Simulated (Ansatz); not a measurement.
# Li2LaInS2O2: complex band structure, part 2 of 2

A new crystal, Li2LaInS2O2: structure, gap and complex bands. It is built by putting In for part of the La in the LiLaSO structure of space group P4/nmm, with the volume rescaled by atomic radii. The parent structure comes from the Materials Project.

Ansatz 0.2.0; PBEsol DFT, plane waves, PAW files (the session's first sound run).

So far, gap on path (eV): step 3 (band edges) 0.324.

The structure was built from a prototype and need not be the compound's stable phase.

### 6. Complex bands, plane (001), k-mesh 6×6×4

The same for the (001) plane, at (0, 0), (-0.5, -0.5) and (-0.0573, -0.0573), to see how the decay depends on direction.

Input file input.yaml:

```yaml
crystal:
  lattice:
    - [3.899690635, 0.0, 0.0]
    - [0.0, 3.899690635, 0.0]
    - [0.0, 0.0, 8.408701068]
  atoms:
    - { symbol: Li, position: [0.5, 0.5, 0.492773771] }
    - { symbol: Li, position: [0.0, 0.0, 0.492773771] }
    - { symbol: La, position: [0.0, 0.5, 0.8557334648] }
    - { symbol: In, position: [0.5, 0.0, 0.1265932133] }
    - { symbol: S, position: [0.5, 0.0, 0.6720032488] }
    - { symbol: S, position: [0.0, 0.5, 0.3327634528] }
    - { symbol: O, position: [0.0, 0.0, 0.0136795391] }
    - { symbol: O, position: [0.5, 0.5, 0.0136795391] }
kpoints:
  mp_grid: { grid: [6, 6, 4] }
scf:
  occupations: { method: fixed }
hamiltonian:
  xc: pbesol
output:
  eigenvalues: true
  transmission:
    leads: [[0, 0]]
    kpoints: [[0.0, 0.0], [-0.5, -0.5], [-0.0573, -0.0573]]
    e_range: [-1.0, 1.32]
    de: 0.06
```

The run is started by

```bash
> ansatz run input.yaml --threads 2 --pin off --max-ram 4096MiB --backend cpu --events-out ev --progress --plain --runs-dir out
```

Elapsed: 19 s, on 2 threads of Arm Neoverse V1, shared host; peak memory 0.54 GiB.

This step gave:

```
decay constant at the filling level, zone centre          : 0.08736 Å⁻¹
decay constant at the filling level, slowest listed point : 0.0874 Å⁻¹
```

K parallel (0, 0); values up to 1.5 1/Å, a degenerate pair printed once or twice; energies at which all values exceed this have no row. Im kz of the slowest decaying states against energy, zero at the highest filled level on the SCF mesh:

```
energy (eV)  decay 1 (Å⁻¹)  decay 2 (Å⁻¹)  decay 3 (Å⁻¹)  decay 4 (Å⁻¹)
     -1.000          0.107          0.359          0.629          0.892
     -0.820         0.0564          0.613          0.922          0.977
     -0.700          0.208          0.603          0.922           1.01
     -0.520          0.246          0.586          0.920           1.03
     -0.340          0.215          0.569          0.916           1.05
     -0.160          0.552          0.911           1.06              -
     -0.040          0.131          0.541          0.907           1.06
      0.020         0.0356          0.212          0.535          0.904
      0.140         0.0874          0.300          0.524          0.899
      0.320          0.117          0.377          0.507          0.891
      0.440          0.124          0.414          0.496          0.884
      0.620          0.119          0.459          0.480          0.874
      0.800         0.0904          0.464          0.494          0.862
      0.980          0.451          0.523          0.849           1.04
      1.100          0.442          0.540          0.840           1.04
      1.280          0.430          0.563          0.825           1.03
```

K parallel (0, 0). Re kz of states that move upwards against energy, zero at the highest filled level on the SCF mesh:

```
energy (eV)  channel 1 (Å⁻¹)  channel 2 (Å⁻¹)  channel 3 (Å⁻¹)
     -1.000                -                -                -
     -0.940                -                -                -
     -0.880                -                -                -
     -0.820            0.264            0.264                -
     -0.760           -0.353                -                -
     -0.700           -0.307                -                -
     -0.640           -0.279                -                -
     -0.580           -0.255                -                -
     -0.520           -0.233                -                -
     -0.460           -0.213                -                -
     -0.400           -0.193                -                -
     -0.340           -0.173                -                -
     -0.280           -0.152                -                -
     -0.220           -0.131                -                -
     -0.160           -0.279           -0.279           -0.109
     -0.100           -0.136           -0.136          -0.0836
     -0.040          -0.0512                -                -
      0.020                -                -                -
      0.080                -                -                -
      0.200                -                -                -
      0.260                -                -                -
      0.320                -                -                -
      0.380                -                -                -
      0.440                -                -                -
      0.500                -                -                -
      0.560                -                -                -
      0.620                -                -                -
      0.680                -                -                -
      0.740                -                -                -
      0.800                -                -                -
      0.860                -                -                -
      0.920                -                -                -
      0.980           0.0589                -                -
      1.040           0.0936                -                -
      1.100            0.122                -                -
      1.160            0.148                -                -
      1.220            0.173                -                -
      1.280            0.198                -                -
```

K parallel (-0.5, -0.5); values up to 1.5 1/Å, a degenerate pair printed once or twice; energies at which all values exceed this have no row. Table of Im kz of the slowest decaying states by energy, zero at the highest filled level on the SCF mesh:

```
energy (eV)  decay 1 (Å⁻¹)  decay 2 (Å⁻¹)  decay 3 (Å⁻¹)  decay 4 (Å⁻¹)
     -1.000          0.229          0.248           1.47              -
     -0.880          0.231          0.328              -              -
     -0.820          0.230          0.358              -              -
     -0.700          0.105          0.228          0.407              -
     -0.640          0.151          0.226          0.427              -
     -0.520          0.208          0.220          0.464           1.40
     -0.460          0.217          0.229          0.480           1.17
     -0.340          0.207          0.263          0.509           1.48
     -0.280          0.201          0.277          0.522           1.48
     -0.160          0.187          0.302          0.547           1.46
     -0.100          0.178          0.313          0.558           1.46
      0.020          0.157          0.332          0.579           1.45
      0.080          0.144          0.341          0.589           1.44
      0.200          0.109          0.356          0.608           1.43
      0.260         0.0841          0.363          0.617           1.42
      0.380          0.377          0.633           1.41              -
      0.440          0.383          0.641           1.40              -
      0.560          0.394          0.656           1.39              -
      0.620          0.399          0.664           1.38              -
      0.740          0.409          0.678           1.37              -
      0.800          0.413          0.684           1.36              -
      0.920          0.422          0.697           1.34              -
      0.980         0.0581          0.426          0.703           1.34
      1.100          0.114          0.434          0.715           1.32
      1.160          0.131          0.437          0.721           1.31
      1.280          0.158          0.444          0.732           1.30
```

K parallel (-0.0573, -0.0573); values up to 1.5 1/Å, a degenerate pair printed once or twice; energies at which all values exceed this have no row. The Im kz of the slowest decaying states by energy, zero at the highest filled level on the SCF mesh:

```
energy (eV)  decay 1 (Å⁻¹)  decay 2 (Å⁻¹)  decay 3 (Å⁻¹)  decay 4 (Å⁻¹)
     -1.000          0.433          0.678          0.755          0.960
     -0.820          0.110          0.139          0.662          0.881
     -0.700          0.134          0.230          0.652          0.904
     -0.520         0.0936          0.241          0.635          0.918
     -0.340         0.0983          0.179          0.617          0.923
     -0.160          0.169          0.599          0.924           1.02
     -0.040          0.209          0.219          0.587          0.923
      0.020         0.0308          0.243          0.257          0.581
      0.140          0.141          0.290          0.322          0.568
      0.320          0.184          0.353          0.386          0.549
      0.440          0.195          0.391          0.417          0.535
      0.620          0.196          0.443          0.455          0.511
      0.800          0.183          0.485          0.488          0.896
      0.980          0.149          0.497          0.510          0.887
      1.100          0.105          0.502          0.524          0.881
      1.280          0.509          0.543          0.870          0.954
```

At the listed wavevectors the last open channel is at -0.04 eV and the next at +0.38 eV on the grid. At +0.14 eV, the grid energy nearest the filling level (the middle of the gap on the SCF mesh), the slowest state at the listed wavevectors decays with κ = 0.0874 Å⁻¹, its amplitude falling by e over 11 Å; the first such run, plane (100), gave 0.0942 Å⁻¹.

### 7. Band edges at another level

This step: PBEsol DFT, plane waves, JTH PAW files (Ansatz 0.2.0).

The edges again with JTH files, at the same atoms.

input.yaml: that of step 6 with these lines changed.

```diff
@@ -2,5 +2,5 @@
   lattice:
-    - [3.899690635, 0.0, 0.0]
-    - [0.0, 3.899690635, 0.0]
-    - [0.0, 0.0, 8.408701068]
+    - [3.8996906346, 0.0, 0.0]
+    - [0.0, 3.8996906346, 0.0]
+    - [0.0, 0.0, 8.4087010677]
   atoms:
@@ -16,2 +16,3 @@
   mp_grid: { grid: [6, 6, 4] }
+  band_path: { path: [VBM, CBM], npoints: 30 }
 scf:
@@ -20,8 +21,4 @@
   xc: pbesol
+  pseudopotentials: { kind: paw, source: jth }
 output:
   eigenvalues: true
-  transmission:
-    leads: [[0, 0]]
-    kpoints: [[0.0, 0.0], [-0.5, -0.5], [-0.0573, -0.0573]]
-    e_range: [-1.0, 1.32]
-    de: 0.06
```

Wall time 0.03 s (2 threads); peak memory 0.036 GiB.

The program refused the input before any cycle.

The program's message: “Error: inconsistent input (hamiltonian.pseudopotentials.source, hamiltonian.xc, hamiltonian.pseudopotentials.xc_functional): this build's library has no table of `source: jth` for `kind: paw` and the …”

### 8. Summary of results

* band gap: 0.324 eV
* least decay constant at mid-gap, normal to (100): 0.0942 Å⁻¹
* least decay constant at mid-gap, normal to (001): 0.0874 Å⁻¹
* least decay constant on a mesh, normal to (100): 0.0956 Å⁻¹

In words: With PBEsol, the slowest decay at the wavevectors tried is κ = 0.0874 Å⁻¹, normal to (001). Through such a film the transmission near mid-gap falls as exp(−2κd), a factor of ten every 13 Å. The directions tried decay at nearly the same rate. A free electron under a barrier of half the gap would need a mass of 0.18 mₑ to decay at this rate. The compound is made up by substitution; its stability against other phases and against distortions of the cell's symmetry was not tested. A semilocal functional narrows gaps, so real decay constants are likely larger.

[Logs are printed without paths, hosts, clocks, repeated set-up lines and the standing remarks that a program may print on its own settings, such as how far it seeks lower states.]

[Hosts, paths, dates, database ids (printed as entryN), source tags and the programs' standing remarks are cut or masked in the printed files.]
